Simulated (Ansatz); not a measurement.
# A convergence test on ZnS2 (Pa-3): k mesh of the density

Aim: see how gap, energy and time of ZnS2 (Pa-3) follow the k mesh of the density.

Method: DFT, LDA, plane waves, PAW, in Ansatz 0.2.0.

This is a report of a sequence of runs, with the program logs left out and the cost of each run kept.

## Step 1: The system as given

The structure is cubic, space group Pa-3 (No. 205). The conventional cell has a = 5.945 Å, b = 5.945 Å, c = 5.945 Å, α = 90.00°, β = 90.00°, γ = 90.00°. Nearest to Zn lie 6 S at 2.52 Å. S has 1 S at 2.06 Å and 3 Zn at 2.52 Å nearest. Farther neighbours, and contacts between anions beyond the nearest, are not listed.

The cell and positions are those that the Materials Project relaxed with its own functionals (PBE, PBE+U or r2SCAN), kept fixed. The default PAW set here is soft_2. Its files were made with PBE.

## Step 2: k mesh of the density: 2×2×2

File input.yaml:

```yaml
crystal:
  lattice:
    - [5.94543046, 0.0, 0.0]
    - [0.0, 5.94543046, 0.0]
    - [0.0, 0.0, 5.94543046]
  atoms:
    - { symbol: Zn, position: [0.5, 0.5, 0.0] }
    - { symbol: Zn, position: [0.5, 0.0, 0.5] }
    - { symbol: Zn, position: [0.0, 0.5, 0.5] }
    - { symbol: Zn, position: [0.0, 0.0, 0.0] }
    - { symbol: S, position: [0.10024639, 0.89975361, 0.39975361] }
    - { symbol: S, position: [0.89975361, 0.39975361, 0.10024639] }
    - { symbol: S, position: [0.39975361, 0.10024639, 0.89975361] }
    - { symbol: S, position: [0.60024639, 0.60024639, 0.60024639] }
    - { symbol: S, position: [0.89975361, 0.10024639, 0.60024639] }
    - { symbol: S, position: [0.10024639, 0.60024639, 0.89975361] }
    - { symbol: S, position: [0.60024639, 0.89975361, 0.10024639] }
    - { symbol: S, position: [0.39975361, 0.39975361, 0.39975361] }
kpoints:
  mp_grid: { grid: [2, 2, 2] }
  band_path:
    path:
      - [0.0, 0.0, 0.0]
      - [0.0, 0.5, 0.0]
      - [0.5, 0.5, 0.0]
      - [0.5, 0.5, 0.5]
      - [0.5, 0.0, 0.0]
      - [0.2, 0.2, 0.2]
    npoints: 1
hamiltonian:
  xc: lda
scf:
  occupations: { method: fixed }
  n_extra_bands: 8
output:
  eigenvalues: true
  forces: true
  stress: true
```

Launch:

```sh
> ansatz run input.yaml --threads 24 --pin off --max-ram 82944MiB --backend cuda --events-out ev --progress --plain --runs-dir out --devices 1 --max-vram 78GiB
```

Run time: 1.6 s. Hardware: 1 × NVIDIA GB200 (shared by 2 runs) with 24 threads of Arm Neoverse V2, shared host; peak memory 1 GiB; 1.9 s of CPU time.

Numbers from this step:

- pressure: -4.228 GPa
- gap: 1.259 eV
- valence top at: Γ
- conduction bottom at: k = (0.200, 0.200, 0.200)
- least direct gap: 1.635 eV

The gap is indirect, with the least direct gap 0.38 eV higher.

## Step 3: k mesh of the density: 4×4×4 (the default)

input.yaml, as its differences from that of step 2:

```diff
@@ -19,12 +19,8 @@
 kpoints:
-  mp_grid: { grid: [2, 2, 2] }
+  mp_grid: { grid: [4, 4, 4] }
   band_path:
     path:
-      - [0.0, 0.0, 0.0]
-      - [0.0, 0.5, 0.0]
-      - [0.5, 0.5, 0.0]
-      - [0.5, 0.5, 0.5]
-      - [0.5, 0.0, 0.0]
-      - [0.2, 0.2, 0.2]
-    npoints: 1
+      - [[0.0, 0.0, 0.0], [0.0, 0.5, 0.0], [0.5, 0.5, 0.0], [0.0, 0.0, 0.0], [0.5, 0.5, 0.5], [0.0, 0.5, 0.0]]
+      - [[0.5, 0.5, 0.5], [0.5, 0.5, 0.0], [0.5, 0.0, 0.0]]
+    npoints: 10
 hamiltonian:
@@ -32,3 +28,3 @@
 scf:
-  occupations: { method: fixed }
+  occupations: { method: fermi_dirac, width: 0.02 }
   n_extra_bands: 8
```

It took 1.3 s on 1 × NVIDIA GB200 (shared by 2 runs) with 24 threads; peak memory 1 GiB.

Numbers from this step:

```yaml
pressure: -4.372 GPa
gap: 1.263 eV
valence_top_at: Γ
conduction_bottom_at: k = (0.200, 0.200, 0.200)
least_direct_gap: 1.639 eV
```

The gap is 1.263 eV, +0.004 eV from the run before at this level.

## Step 4: k mesh of the density: 6×6×6

input.yaml, the sections that differ from step 3:

```yaml
kpoints:
  mp_grid: { grid: [6, 6, 6] }
  band_path:
    path:
      - [0.0, 0.0, 0.0]
      - [0.0, 0.5, 0.0]
      - [0.5, 0.5, 0.0]
      - [0.5, 0.5, 0.5]
      - [0.5, 0.0, 0.0]
      - [0.2, 0.2, 0.2]
    npoints: 1
scf:
  occupations: { method: fixed }
  n_extra_bands: 8
# crystal, hamiltonian, output: as in step 3
```

It took 1.6 s on 1 × NVIDIA GB200 (shared by 2 runs) with 24 threads; peak memory 1 GiB; 2.5 s of CPU time.

This step gave:

- pressure: -4.373 GPa
- gap: 1.263 eV
- valence top at: Γ
- conduction bottom at: k = (0.200, 0.200, 0.200)
- least direct gap: 1.639 eV

The gap is 1.263 eV, as in the run before at this level.

## Step 5: The series

Differences are against the last row; a negative gap means that bands overlap, and a run with a band path holds that path's time. Times are wall times on 1 × NVIDIA GB200 (shared by 2 runs) with 24 threads of Arm Neoverse V2, shared host, good to a factor of about two.

```tsv
k mesh of the density	gap (eV)	direct gap (eV)	gap error (eV)	energy error (meV/atom)	irreducible k	time
2×2×2	1.259	1.635	−0.004	+8.5	4	1.6 s
4×4×4	1.263	1.639	+0.0002	−0.2	11	1.3 s
6×6×6	1.263	1.639	+0.000	+0.0	24	1.6 s
```

## Step 6: Outcome

* 2×2×2: 1.259 eV
* 4×4×4: 1.263 eV
* 6×6×6: 1.263 eV

The gap holds to 0.02 eV from 2×2×2 on, the cheapest setting tried. At 2×2×2 the gap is off by −0.004 eV and the energy by +9 meV/atom. The gap is read over the mesh and added points near the edges, so meshes differ mainly through the density and, for a hybrid, the exchange operator.

[Long decimals in the printed logs are rounded to 6 places.]

[Logs are printed without paths, hosts, clocks, repeated set-up lines and the standing remarks that a program may print on its own settings, such as how far it seeks lower states.]

[Paths, hosts, dates, memory and timing lines, banners, echoed tables and standing remarks are left out of the program output; an Ansatz launch command may be rebuilt from the run's recorded settings. Measured values are a selection of at most five: reports struck by readers or far from the other reports are left out. None is set beside runs whose start may be inverted or whose files or cutoffs have a known fault.]

[Runs of the session that timed out or met a known fault of the program may be left out.]

[Cells called generated may have been cut or substituted from an entry of the Crystallography Open Database or the Materials Project.]

[Hosts, paths, dates, database ids (printed as entryN), source tags and the programs' standing remarks are cut or masked in the printed files.]

[Where the starting crystal was built by hand or by swapping elements, it need not be the compound's stable phase.]
